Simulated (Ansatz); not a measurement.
The compound is SrMnO3 (Pm-3m).

Symmetry: Pm-3m, No. 221, cubic system. The conventional cell has a = 3.805 Å, b = 3.805 Å, c = 3.805 Å, α = 90.00°, β = 90.00°, γ = 90.00°. Nearest to Sr lie 12 O at 2.69 Å. Mn has 6 O at 1.90 Å nearest. O has 2 Mn at 1.90 Å and 4 Sr at 2.69 Å nearest. Farther neighbours and most contacts between anions are not listed.

```xyz
5
Lattice="0.0000 -3.8050 0.0000 0.0000 0.0000 3.8050 -3.8050 0.0000 0.0000" Properties=species:S:1:pos:R:3 pbc="T T T"
Sr    0.0000    0.0000    0.0000
Mn   -1.9025   -1.9025    1.9025
O     0.0000   -1.9025    1.9025
O    -1.9025   -1.9025    0.0000
O    -1.9025    0.0000    1.9025
```

 The program's search for lower electronic states was switched off, so nothing shows that the state found is the lowest. PAW set soft_2, made with PBE.

A constrained-RPA run (Ansatz 0.2.0; non-magnetic LDA; Mn d + anion p, bands v11 to c3, 4×4×4 mesh, medium accuracy) builds 14 functions on bands 12 eV wide, with 21.0 electrons in the window. The bare on-site interaction is 23.4 eV and the bare J 0.83 eV.

Q: Estimate U, U′ and J.

On the Mn d shell, U = 11.00 eV (47 % of the bare value), U′ = 9.61 eV, J = 0.69 eV.

The parent state is non-magnetic and the interaction static (zero frequency); U depends on the window and the orbitals, so it belongs to this model alone. A window that holds the anion p bands defines a model with explicit ligands; its U belongs to that model and is not the U of DFT+U.

[Paths, hosts, dates, memory and timing lines, banners, echoed tables and standing remarks are left out of the program output.]

[Logs are printed without paths, hosts, clocks, repeated set-up lines and the standing remarks that a program may print on its own settings, such as how far it seeks lower states.]

[Runs of the session that timed out or met a known fault of the program may be left out.]

[Hosts, paths, dates, database ids (printed as entryN), source tags and the programs' standing remarks are cut or masked in the printed files.]
